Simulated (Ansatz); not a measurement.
# CsSnI3 (Pm-3m): phonons and vibrational spectra

Aim: the vibrations of CsSnI3 (Pm-3m), their spectra, and whether the structure is stable.

Method: DFT PBEsol, scalar-relativistic, plane waves, PAW; PAW set soft_1, in Ansatz 0.2.0.

The database entry behind the starting cell lists a temperature of 500 K, so it need not match the best structure at ambient conditions.

**1. Starting point**

It takes space group Pm-3m (No. 221, cubic). Conventional cell: a = 6.206 Å, b = 6.206 Å, c = 6.206 Å, α = 90.00°, β = 90.00°, γ = 90.00°. Cs has 12 I at 4.39 Å nearest. Nearest to Sn lie 6 I at 3.10 Å. Nearest to I lie 2 Sn at 3.10 Å and 4 Cs at 4.39 Å. Farther neighbours and most contacts between anions are not listed.

Structure file:

```cif
data_structure
_symmetry_space_group_name_H-M 'Pm-3m'
_symmetry_Int_Tables_number 221
_cell_length_a 6.2057
_cell_length_b 6.2057
_cell_length_c 6.2057
_cell_angle_alpha 90.000
_cell_angle_beta 90.000
_cell_angle_gamma 90.000
_cell_volume 238.99
loop_
_atom_site_label
_atom_site_type_symbol
_atom_site_symmetry_multiplicity
_atom_site_Wyckoff_symbol
_atom_site_fract_x
_atom_site_fract_y
_atom_site_fract_z
_atom_site_occupancy
Cs1 Cs 1 a 0.00000 0.00000 0.00000 1
Sn1 Sn 1 b 0.50000 0.50000 0.50000 1
I1 I 3 c 0.00000 0.50000 0.50000 1
```

**2. Relaxation**

Harmonic phonons are second derivatives at a point where the forces vanish, and they are wanted at zero stress, so atoms and cell are relaxed first.

Contents of input.yaml:

```yaml
crystal:
  lattice:
    - [6.2057, 0.0, 0.0]
    - [0.0, 6.2057, 0.0]
    - [0.0, 0.0, 6.2057]
  atoms:
    - { symbol: Cs, position: [0.0, 0.0, 0.0] }
    - { symbol: Sn, position: [0.5, 0.5, 0.5] }
    - { symbol: I, position: [0.0, 0.5, 0.5] }
    - { symbol: I, position: [0.5, 0.0, 0.5] }
    - { symbol: I, position: [0.5, 0.5, 0.0] }
kpoints:
  mp_grid: { grid: [6, 6, 6] }
hamiltonian:
  xc: pbesol
  pseudopotentials: { kind: paw, azcp: { folder: soft_1 }, xc_functional: pbe }
scf:
  occupations: { method: gaussian, width: 0.01 }
output:
  forces: true
  stress: true
  eigenvalues: true
  write_density: true
  write_potential: true
  elf: true
  volumetric_format: npy
relax:
  adjacent_minimum: "off"
  f_tol: 0.005
  max_steps: 80
  cell: { stress_tol: 0.05 }
```

Run with:

```
> ansatz run input.yaml --threads 4 --pin off --max-ram 10240MiB --backend cpu --events-out ev --progress --plain --runs-dir out
```

Numbers of over 12 decimals in the logs are rounded to 6 here.

The log of the run:

```text
Engine: ansatz 0.2.0, aarch64-unknown-linux-gnu
Pseudopotentials: kind: paw
Pseudopotential: Cs, paw, valence charge 9, recommended cutoff 420 eV (normal), soft_1/Cs.paw.azcp
Pseudopotential: Sn, paw, valence charge 14, recommended cutoff 420 eV (normal), soft_1/Sn.paw.azcp
Pseudopotential: I, paw, valence charge 17, recommended cutoff 420 eV (normal), soft_1/I.paw.azcp
Functional definition: PBEsol
  exchange = pbesol_x
  correlation = pbesol_c
Crystal: 5 atoms, lattice volume = 238.986 Å³
Basis set: ecut = 420 eV, 4697 PW (Γ), exchange–correlation on 90×90×90 points (8 copies of the dense FFT grid, shifted against one another)
Bands: 45, of which v1, the nominal top of the filled ones, is band 37 counted from 1 (36 counted from 0)
Symmetry: 48 space group operations
Space group: Pm-3m (ITA 221), of the structure as read, at distance tolerance 6.2e-5 Å
k-points: 20 of 216
Non-local potential: Cs, projectors of the file, l = 0: 3, l = 1: 2, l = 2: 2, l = 3: 2
Non-local potential: Sn, projectors of the file, l = 0: 2, l = 1: 2, l = 2: 2, l = 3: 1
Non-local potential: I, projectors of the file, l = 0: 2, l = 1: 2, l = 2: 2, l = 3: 1
PAW form: soft (Blöchl's): semilocal exchange-correlation on the pseudo side does not see the compensation charge
PAW frozen core: Cs, regenerated for the run's functional, and the local potential with it (the file was generated under x = pbe(κ = 0.804, μ = 0.219515), c = pbe(β = 0.066725))
PAW frozen core: Sn, regenerated for the run's functional, and the local potential with it (the file was generated under x = pbe(κ = 0.804, μ = 0.219515), c = pbe(β = 0.066725))
PAW frozen core: I, regenerated for the run's functional, and the local potential with it (the file was generated under x = pbe(κ = 0.804, μ = 0.219515), c = pbe(β = 0.066725))
PAW one-centre angular grid: Cs, 194 points (default); XC on 64 Gauss nodes
PAW one-centre angular grid: Sn, 590 points (default); XC on 64 Gauss nodes
PAW one-centre angular grid: I, 590 points (default); XC on 64 Gauss nodes
Initial density: superposition of atomic densities (chi_scale 0.1, normalization cell, long waves kept (reshape's long-wave potential 0.00 eV rms))
Initial wavefunctions: pseudopotential atomic-orbital guess
Functional: x = pbesol(κ = 0.804, μ = 0.123457), c = pbesol(β = 0.046)
SCF iter   1: F=—  HF=-33839.011564 eV  |F-HF|=—  |Δ(HF+E_count)|=         —  Δρ=2.49e-2  dr2=3.32e0  ethr=3.10e-3  ⟨swp⟩=9.1  Hψ=4055  notcnv=0
preconditioner: auto → LDOS  [insulator: Δε(μ)=0.519 eV  Ē_g=9.195 eV  σ=0.010 eV  W_gap=0.66  n_scr=32 (ndim 8)  ℏωp=13.6 eV  f_vac=0.073  D(μ)=1.43/eV (n_scr^D=6)  ε∞_Penn≈3.2  β→1.0]
SCF iter   2: F=—  HF=-33838.593048 eV  |F-HF|=—  |Δ(HF+E_count)|=   4.19e-1  Δρ=2.15e-2  dr2=2.33e0  ethr=3.10e-3  ⟨swp⟩=5.3  Hψ=2225  notcnv=0  defer=45
preconditioner: auto → Resta (q_TF=auto, 2.244 Å⁻¹)  ε∞=2.9  [insulator: Δε(μ)=0.527 eV  Ē_g=9.904 eV  σ=0.010 eV  W_gap=1.00  n_scr=32 (ndim 8)  ℏωp=13.6 eV  f_vac=0.088  D(μ)=0.00/eV (n_scr^D=0)  ε∞_Penn≈2.9  β→0.5]
SCF iter   3: F=—  HF=-33837.551828 eV  |F-HF|=—  |Δ(HF+E_count)|=    1.04e0  Δρ=3.16e-3  dr2=3.22e-2  ethr=3.10e-3  ⟨swp⟩=4.2  Hψ=1766  notcnv=0  defer=44
SCF iter   4: F=—  HF=-33837.552139 eV  |F-HF|=—  |Δ(HF+E_count)|=   3.11e-4  Δρ=1.59e-3  dr2=3.80e-3  ethr=4.35e-5  ⟨swp⟩=3.4  Hψ=2018  notcnv=0  defer=44
SCF iter   5: F=—  HF=-33837.548446 eV  |F-HF|=—  |Δ(HF+E_count)|=   3.69e-3  Δρ=6.76e-4  dr2=1.01e-3  ethr=5.14e-6  ⟨swp⟩=2.4  Hψ=1926  notcnv=0  defer=44
SCF iter   6: F=—  HF=-33837.548447 eV  |F-HF|=—  |Δ(HF+E_count)|=   8.02e-7  Δρ=1.17e-4  dr2=5.95e-5  ethr=1.37e-6  ⟨swp⟩=3.1  Hψ=1776  notcnv=0  defer=44
SCF iter   7: F=—  HF=-33837.548526 eV  |F-HF|=—  |Δ(HF+E_count)|=   7.92e-5  Δρ=7.49e-5  dr2=1.76e-5  ethr=8.05e-8  ⟨swp⟩=2.0  Hψ=1693  notcnv=0  defer=44
SCF iter   8: F=—  HF=-33837.548523 eV  |F-HF|=—  |Δ(HF+E_count)|=   2.51e-6  Δρ=2.68e-5  dr2=2.00e-6  ethr=2.38e-8  ⟨swp⟩=3.1  Hψ=1520  notcnv=0  defer=44
SCF iter   9: F=-33837.548523 eV  HF=-33837.548523 eV  |F-HF|=3.05e-8  |Δ(HF+E_count)|=   2.95e-8  Δρ=3.79e-6  dr2=7.48e-8  ethr=1.35e-10  ⟨swp⟩=19.9  Hψ=8132  notcnv=0
SCF 1 converged in 9 iterations: F = -33837.548523 eV  dr2 = 7.48e-8
  greatest PAW one-centre occupation: 0.999 electrons in one spin orbital (limit 2), on the I atom at site 3 (counted from 0), in its partial waves of l = 2
relax step   1: F+E_penalty+E_count = -33837.54852348 eV  Δ(F+E_penalty+E_count) = +0.000e0 eV  max|allowed force component| = 4.168e-29 eV/Å  Δτ_max = 0.0000 Å  P = -0.566 GPa  Ω = 238.986 Å³  (9 SCF iters, dr2 threshold 1.00e-7 eV, accepted)
Crystal: 5 atoms, lattice volume = 235.191 Å³
Basis set: ecut = 420 eV, 4625 PW (Γ), exchange–correlation on 90×90×90 points (8 copies of the dense FFT grid, shifted against one another)
Initial density: handed on by an earlier stage of this run
Initial wavefunctions: those handed on with the density
iter 1 solved again at ethr=1.90e-6 eV; its pass at ethr=3.10e-3 eV (dr2=1.41e-3 eV) is discarded
SCF iter   1: F=—  HF=-33837.559754 eV  |F-HF|=—  |Δ(HF+E_count)|=         —  Δρ=4.35e-4  dr2=1.43e-3  ethr=1.90e-6  ⟨swp⟩=3.9  Hψ=4685  notcnv=0
preconditioner: auto → Resta (q_TF=auto, 2.250 Å⁻¹)  ε∞=3.0  [insulator: Δε(μ)=0.185 eV  Ē_g=9.657 eV  σ=0.010 eV  W_gap=1.00  n_scr=32 (ndim 8)  ℏωp=13.7 eV  f_vac=0.128  D(μ)=0.00/eV (n_scr^D=0)  ε∞_Penn≈3.0]
SCF iter   2: F=—  HF=-33837.559290 eV  |F-HF|=—  |Δ(HF+E_count)|=   4.64e-4  Δρ=1.94e-4  dr2=2.77e-4  ethr=1.90e-6  ⟨swp⟩=2.2  Hψ=1234  notcnv=0
SCF iter   3: F=—  HF=-33837.559146 eV  |F-HF|=—  |Δ(HF+E_count)|=   1.43e-4  Δρ=6.25e-5  dr2=2.62e-5  ethr=3.75e-7  ⟨swp⟩=2.1  Hψ=1171  notcnv=0
SCF iter   4: F=—  HF=-33837.559140 eV  |F-HF|=—  |Δ(HF+E_count)|=   6.31e-6  Δρ=2.83e-5  dr2=3.51e-6  ethr=3.54e-8  ⟨swp⟩=2.4  Hψ=1674  notcnv=0
SCF iter   5: F=-33837.559139 eV  HF=-33837.559139 eV  |F-HF|=1.18e-7  |Δ(HF+E_count)|=   8.38e-7  Δρ=6.57e-6  dr2=1.02e-7  ethr=6.76e-10  ⟨swp⟩=14.7  Hψ=8102  notcnv=0
SCF 2 converged in 5 iterations: F = -33837.559139 eV  dr2 = 1.02e-7
  Residual-converged pass: ⟨swp⟩=1.0  Hψ=980  notcnv=0  max |occ|·‖R‖ = 7.0e-9 eV (tolerance 1.0e-8 eV)  dr2=1.02e-7  dr2_onsite=7.13e-8  max |Δocc| = 2.2e-53
  greatest PAW one-centre occupation: 0.999 electrons in one spin orbital (limit 2), on the I atom at site 4 (counted from 0), in its partial waves of l = 2
relax step   2: F+E_penalty+E_count = -33837.55913946 eV  Δ(F+E_penalty+E_count) = -1.062e-2 eV  max|allowed force component| = 5.022e-30 eV/Å  Δτ_max = 0.0000 Å  P = -0.308 GPa  Ω = 235.191 Å³  energy of the carried Pulay correction = +2.186e-4 eV  (5 SCF iters, dr2 threshold 5.00e-7 eV, accepted)
Crystal: 5 atoms, lattice volume = 230.810 Å³
Basis set: ecut = 420 eV, 4553 PW (Γ), exchange–correlation on 90×90×90 points (8 copies of the dense FFT grid, shifted against one another)
iter 1 solved again at ethr=2.36e-6 eV; its pass at ethr=3.10e-3 eV (dr2=1.75e-3 eV) is discarded
SCF iter   1: F=—  HF=-33837.564218 eV  |F-HF|=—  |Δ(HF+E_count)|=         —  Δρ=5.17e-4  dr2=1.96e-3  ethr=2.36e-6  ⟨swp⟩=4.0  Hψ=4924  notcnv=0
preconditioner: auto → Resta (q_TF=auto, 2.257 Å⁻¹)  ε∞=3.0  [insulator: Δε(μ)=0.096 eV  Ē_g=9.706 eV  σ=0.010 eV  W_gap=1.00  n_scr=32 (ndim 8)  ℏωp=13.8 eV  f_vac=0.117  D(μ)=0.00/eV (n_scr^D=0)  ε∞_Penn≈3.0]
SCF iter   2: F=—  HF=-33837.563586 eV  |F-HF|=—  |Δ(HF+E_count)|=   6.32e-4  Δρ=2.30e-4  dr2=3.88e-4  ethr=2.36e-6  ⟨swp⟩=2.8  Hψ=1271  notcnv=0
SCF iter   3: F=—  HF=-33837.563442 eV  |F-HF|=—  |Δ(HF+E_count)|=   1.44e-4  Δρ=7.44e-5  dr2=3.56e-5  ethr=5.25e-7  ⟨swp⟩=2.4  Hψ=1198  notcnv=0
SCF iter   4: F=—  HF=-33837.563397 eV  |F-HF|=—  |Δ(HF+E_count)|=   4.51e-5  Δρ=2.75e-5  dr2=3.23e-6  ethr=4.82e-8  ⟨swp⟩=2.4  Hψ=1369  notcnv=0
SCF iter   5: F=-33837.563397 eV  HF=-33837.563396 eV  |F-HF|=1.28e-7  |Δ(HF+E_count)|=   4.70e-7  Δρ=6.42e-6  dr2=1.02e-7  ethr=3.21e-10  ⟨swp⟩=11.8  Hψ=7334  notcnv=0
SCF 3 converged in 5 iterations: F = -33837.563397 eV  dr2 = 1.02e-7
  greatest PAW one-centre occupation: 0.999 electrons in one spin orbital (limit 2), on the I atom at site 2 (counted from 0), in its partial waves of l = 2
relax step   3: F+E_penalty+E_count = -33837.56339661 eV  Δ(F+E_penalty+E_count) = -4.257e-3 eV  max|allowed force component| = 3.697e-29 eV/Å  Δτ_max = 0.0000 Å  P = +0.021 GPa  Ω = 230.810 Å³  energy of the carried Pulay correction = +4.752e-4 eV  (5 SCF iters, dr2 threshold 2.37e-7 eV, accepted)
Initial wavefunctions: pseudopotential atomic-orbital guess (no wavefunctions were taken with the density)
iter 1 solved again at ethr=5.45e-7 eV; its pass at ethr=3.10e-3 eV (dr2=4.03e-4 eV) is discarded
SCF iter   1: F=—  HF=-33837.562938 eV  |F-HF|=—  |Δ(HF+E_count)|=         —  Δρ=2.20e-5  dr2=2.68e-7  ethr=5.45e-7  ⟨swp⟩=4.3  Hψ=6712  notcnv=0
eigensolver tolerance schedule: the retry pair's looser diagonalisation over-reported the residual by 1502.14 of it (diagonalisation noise at 0.36 of the residual, at the tolerance the schedule requests for it); recorded, not acted on — ethr = c·dr2/N_el stays at c = 1.0e-1
preconditioner: auto → Resta (q_TF=auto, 2.257 Å⁻¹)  ε∞=3.0  [insulator: Δε(μ)=0.107 eV  Ē_g=9.716 eV  σ=0.010 eV  W_gap=1.00  n_scr=32 (ndim 8)  ℏωp=13.8 eV  f_vac=0.117  D(μ)=0.00/eV (n_scr^D=0)  ε∞_Penn≈3.0]
SCF iter   2: F=—  HF=-33837.562900 eV  |F-HF|=—  |Δ(HF+E_count)|=   3.83e-5  Δρ=1.13e-5  dr2=8.46e-8  ethr=3.63e-10  ⟨swp⟩=3.0  Hψ=2062  notcnv=0
SCF iter   3: F=—  HF=-33837.562900 eV  |F-HF|=—  |Δ(HF+E_count)|=   1.59e-7  Δρ=1.40e-6  dr2=4.61e-9  ethr=1.14e-10  ⟨swp⟩=2.0  Hψ=1634  notcnv=0
SCF iter   4: F=—  HF=-33837.562900 eV  |F-HF|=—  |Δ(HF+E_count)|=   4.57e-9  Δρ=5.21e-7  dr2=9.03e-10  ethr=6.22e-12  ⟨swp⟩=2.0  Hψ=1346  notcnv=0
SCF iter   5: F=—  HF=-33837.562900 eV  |F-HF|=—  |Δ(HF+E_count)|=   1.20e-9  Δρ=1.55e-7  dr2=6.03e-11  ethr=1.22e-12  ⟨swp⟩=2.0  Hψ=1334  notcnv=0
SCF iter   6: F=-33837.562900 eV  HF=-33837.562900 eV  |F-HF|=2.18e-11  |Δ(HF+E_count)|=  5.82e-11  Δρ=4.45e-8  dr2=5.42e-12  ethr=1.00e-12  ⟨swp⟩=8.6  Hψ=4874  notcnv=0
SCF 4 converged in 6 iterations: F = -33837.562900 eV  dr2 = 5.42e-12
relax step   4: F+E_penalty+E_count = -33837.56289968 eV  Δ(F+E_penalty+E_count) = +4.969e-4 eV  max|allowed force component| = 1.332e-29 eV/Å  Δτ_max = 0.0000 Å  P = +0.022 GPa  Ω = 230.810 Å³  stress off target by 2.20e-2 GPa  SCF on the basis re-selected at this cell (its energy is not comparable with the rows above)  (6 SCF iters)
basis re-selected at this cell: Δ(F+E_penalty+E_count) = +4.969e-4 eV, ΔP = +0.001 GPa vs the last step (what re-selecting the basis moved, of the pressure what is left beyond the Pulay correction that the steps carried, after the strain that the cell walked since its last selection, with what the two solves' SCF thresholds leave and, on support functions, any second-order correction that the steps lacked; it is no m [...]
SCF converged after 6 iterations
Free energy (F): -33837.562900 eV
Harris-Foulkes:  -33837.562900 eV  (|F-HF|=2.18e-11)
Internal energy: -33837.562900 eV  (E = F + TS)
E sigma→0 (E₀):  -33837.562900 eV
Fermi energy:    5.824233 eV
--- Per-component energies (eV) ---
  E_band       = -1403.085916
  E_kinetic    = 788.535493
  E_local      = -9398.102039  (includes V_loc(G=0)·N_el)
  E_nonlocal   = 524.444842
  E_hartree    = 4274.365677
  E_xc         = -624.315372
  E_vxc        = -550.215552  (∫ρ·V_xc dr)
  E_paw        = -23383.124521  (= ΣΔE_a)
  E_vpaw       = -1316.472800  (= ΣTr[D̂ρ^β])
  E_aug_tail   = -0.007147  (compensation charges beyond the density's cutoff)
  E_ewald      = -6021.025244
  E_core_change = 1.665411  (= ΣΔE_core)
  E_smearing   = -0.000000  (= −TS)
  E_closure    = 0.000000  (closes the sum)
  Σ components = -33837.562900   (vs F -33837.562900, Δ=0.00e0)
--- Forces (eV/Å), atoms counted from 1 ---
  atom   1  Cs     0.00000000    -0.00000000     0.00000000
  atom   2  Sn    -0.00000000    -0.00000000    -0.00000000
  atom   3  I      0.00000000     0.00000000     0.00000000
  atom   4  I     -0.00000000    -0.00000000     0.00000000
  atom   5  I      0.00000000    -0.00000000     0.00000000
  max |Σ_I F_I| component: 1.76e-29 eV/Å
--- Stress (GPa, compression-positive) ---
        0.022035      -0.000000       0.000000
        0.000000       0.022035       0.000000
        0.000000       0.000000       0.022035
  P = ⅓ Tr σ = 0.0220 GPa (0.220 kbar)
--- Band table (eV; the first three rows and the last of 20) ---
  k-point 0: bands = [... 33 lower, 3.1936, 3.3754, 3.3754, 3.3754, 7.6582, 8.5611, 8.5611, 8.8909, ... 4 higher]
  k-point 1: bands = [... 33 lower, 3.1448, 3.3272, 3.3272, 3.3471, 7.9576, 8.7254, 8.8097, 8.9864, ... 4 higher]
  k-point 2: bands = [... 33 lower, 3.0527, 3.2604, 3.2604, 3.5610, 7.7017, 8.6990, 9.1623, 9.2700, ... 4 higher]
  k-point 19: bands = [... 33 lower, 3.8438, 3.8438, 3.8438, 5.7714, 5.8781, 5.8781, 5.8781, 8.4704, ... 4 higher]
--- Relaxed structure (3 steps of the walk, 3 accepted, 1 SCFs on fresh bases) ---
  F+E_penalty+E_count = -33837.56289968 eV   max|allowed force component| = 1.332e-29 eV/Å   (the final SCF, on the basis selected at the relaxed cell)
  cell:  # Å, volume = 230.8097 Å³
    - [6.134107, 0, 0]
    - [0, 6.134107, 0.0]
    - [0, 0.0, 6.134107]
  atoms:
    - { symbol: Cs, position: [0, 0, 0] }
    - { symbol: Sn, position: [0.5, 0.5, 0.5] }
    - { symbol: I, position: [0, 0.5, 0.5] }
    - { symbol: I, position: [0.5, 0, 0.5] }
    - { symbol: I, position: [0.5, 0.5, 0] }
```

Elapsed: 16 s, on 4 threads of Arm Neoverse V2, shared host; peak memory 0.7 GiB; 60 s of CPU time.

The steps of the relaxation:

| step | energy less that of the first step (eV) | largest force component (eV/Å) | pressure (GPa) | volume (Å³) |
| --- | --- | --- | --- | --- |
| 1 | 0.0000 | 0.0000 | -0.57 | 238.99 |
| 2 | -0.0106 | 0.0000 | -0.31 | 235.19 |
| 3 | -0.0149 | 0.0000 | 0.02 | 230.81 |
| 4* | -0.0144 | 0.0000 | 0.02 | 230.81 |

Relaxation steps marked * repeat the geometry before them on a plane-wave basis chosen anew for their cell, so energy and pressure can jump there.

Forces are held to the 48 operations that the run works with; a distortion that breaks them can't arise in this run.

| conventional cell, symmetrised | before | after | change |
| --- | --- | --- | --- |
| a (Å) | 6.206 | 6.134 | -1.2 % |
| b (Å) | 6.206 | 6.134 | -1.2 % |
| c (Å) | 6.206 | 6.134 | -1.2 % |
| volume (Å³/atom) | 47.80 | 46.16 | -3.4 % |

The relaxed structure:

```xyz
5
Lattice="6.1341 0.0000 0.0000 0.0000 6.1341 0.0000 0.0000 0.0000 6.1341" Properties=species:S:1:pos:R:3 pbc="T T T"
Cs    0.0000    0.0000    0.0000
Sn    3.0671    3.0671    3.0671
I     0.0000    3.0671    3.0671
I     3.0671    0.0000    3.0671
I     3.0671    3.0671    0.0000
```

This step gave:

```yaml
pressure: 0.02204 GPa
gap_on_the_k_mesh: 0.1067 eV
volume_per_atom: 46.16 Å³
direct_gap_on_mesh: 0.1067 eV
```

Valence density in the ac plane at fractional y = 0.500, with atoms of Sn and I within 0.2 Å of it. It is the smooth field of the valence electrons, not physical close to the nuclei.

Values in e/Å³, 9 rows by 16 columns, each cell a mean:
```
 0  0  0  0  0  0  2  6  8  4  1  0  0  0  0  0
 0  0  0  0  0  0  0  1  1  0  0  0  0  0  0  0
 0  0  0  0  0  0  0  0  0  0  0  0  0  0  0  0
 5  2  1  0  0  0  1  3  4  2  1  0  0  0  1  4
12  6  1  0  0  0  2  8 10  5  1  0  0  1  3 10
 2  1  0  0  0  0  1  2  2  1  0  0  0  0  1  2
 0  0  0  0  0  0  0  0  0  0  0  0  0  0  0  0
 0  0  0  0  0  0  0  1  1  1  0  0  0  0  0  0
 0  0  0  0  0  1  3  9 11  6  1  0  0  0  0  0
```
Columns run along a (6.1 Å), rows up along c (6.1 Å). Atoms in or near the plane, at fractional coordinates: Sn at (0.50, 0.50), I at (0.00, 0.50), I at (0.50, 0.00).

ELF in the ac plane at fractional y = 0.500, with atoms of Sn and I within 0.2 Å of it. It is the smooth field of the valence electrons, not physical close to the nuclei.

Ten even steps from '0' (0.00) to '9' (0.79), each cell a mean:
```
00049974335897200
00026986557984100
31003688778851012
86310256666410147
99731123443211589
89962234443324898
46874343223336875
33685331002446753
43685330002446753
34774342013436864
77873334334325887
99841133333212699
98510134554210369
53101477887631024
10015887668973000
00038974336996100
00159973434898300
```
Columns run along a (6.1 Å), rows up along c (6.1 Å). Atoms in or near the plane, at fractional coordinates: Sn at (0.50, 0.50), I at (0.00, 0.50), I at (0.50, 0.00).

Electrostatic potential energy in the ac plane at fractional y = 0.500, with atoms of Sn and I within 0.2 Å of it. With pseudopotentials it is smooth inside the atoms' cores, unlike the true potential.

Values in eV, 9 rows by 16 columns, each cell a mean:
```
  9  10  10   9   7  -2 -25 -23 -18 -28 -15   4   9  10  10   9
  9   9  10   9   9   7   2  -6  -8  -2   5   8   9  10   9   9
  1   4   7   8   8   7   4   0  -1   2   5   8   8   8   6   2
-23 -27 -10   4   5  -1 -16 -16 -13 -18  -9   3   6   0 -21 -26
  0 -24 -23   1   4  -7 -21   1   8 -11 -18   1   4  -7 -32 -10
-23 -19  -3   6   6   2  -9 -17 -17 -15  -3   5   7   3 -11 -22
  6   7   8   9   9   7   5   3   3   4   6   8   9   9   8   6
  9  10  10   9   9   5  -5 -16 -18 -12   1   7   9  10  10  10
  9  10  10   9   7  -6 -29 -15  -7 -25 -20   3   8   9  10   9
```
Columns run along a (6.1 Å; values clipped at the 3rd and 97th percentile), rows up along c (6.1 Å). Atoms in or near the plane, at fractional coordinates: Sn at (0.50, 0.50), I at (0.00, 0.50), I at (0.50, 0.00).

In this step the volume went from 47.80 to 46.16 Å³/atom.

**3. Relaxing to small forces for the phonons**

Phonons need a cell at rest on their own settings, so the relaxation is repeated with tight tolerances on forces and stress, using the mesh and the filling of the phonon run that follows.

input.yaml, the sections that differ from step 2:

```yaml
crystal:
  lattice:
    - [6.1341068029, 0.0, 0.0]
    - [0.0, 6.1341068029, 0.0]
    - [0.0, 0.0, 6.1341068029]
  atoms:
    - { symbol: Cs, position: [0.0, 0.0, 0.0] }
    - { symbol: Sn, position: [0.5, 0.5, 0.5] }
    - { symbol: I, position: [0.0, 0.5, 0.5] }
    - { symbol: I, position: [0.5, 0.0, 0.5] }
    - { symbol: I, position: [0.5, 0.5, 0.0] }
output:
  forces: true
  stress: true
  eigenvalues: true
relax:
  adjacent_minimum: "off"
  f_tol: 0.001
  max_steps: 60
  cell: { stress_tol: 0.01 }
# kpoints, hamiltonian, scf: as in step 2
```

The log of the run:

```text
[...]
Crystal: 5 atoms, lattice volume = 230.810 Å³
Basis set: ecut = 420 eV, 4553 PW (Γ), exchange–correlation on 90×90×90 points (8 copies of the dense FFT grid, shifted against one another)
Bands: 45, of which v1, the nominal top of the filled ones, is band 37 counted from 1 (36 counted from 0)
Symmetry: 48 space group operations
[...]
k-points: 20 of 216
[...]
--- Relaxed structure (3 steps of the walk, 3 accepted, 1 SCFs on fresh bases) ---
[...]
cell:  # Å, volume = 231.0876 Å³
    - [6.136568, 0, 0]
    - [0, 6.136568, 0]
    - [0, 0, 6.136568]
  atoms:
    - { symbol: Cs, position: [0, 0, 0] }
    - { symbol: Sn, position: [0.5, 0.5, 0.5] }
    - { symbol: I, position: [0, 0.5, 0.5] }
    - { symbol: I, position: [0.5, 0, 0.5] }
    - { symbol: I, position: [0.5, 0.5, 0] }
[key lines of the parts left out:]
SCF converged after 5 iterations
Free energy (F): -33837.562913 eV
Fermi energy:    5.808186 eV
P = ⅓ Tr σ = 0.0001 GPa (0.001 kbar)
```

Wall time 14 s (4 threads); peak memory 0.68 GiB; 52 s of CPU time.

Little changed from the start: no atom moved by 0.005 Å and no cell edge by 0.1 %.

This step gave:

| Property | Result |
| --- | --- |
| pressure | 6.02e-5 GPa |
| gap on the k-mesh | 0.1124 eV |
| volume per atom | 46.22 Å³ |
| direct gap on mesh | 0.1124 eV |

The forces vanish by symmetry and the pressure is 0.000 GPa, within the tolerances set. The cell now holds 46.22 Å³/atom.

(Continued in part 2 of 2.)

[Logs are printed without paths, hosts, clocks, repeated set-up lines and the standing remarks that a program may print on its own settings, such as how far it seeks lower states.]

[Hosts, paths, dates, database ids (printed as entryN), source tags and the programs' standing remarks are cut or masked in the printed files.]
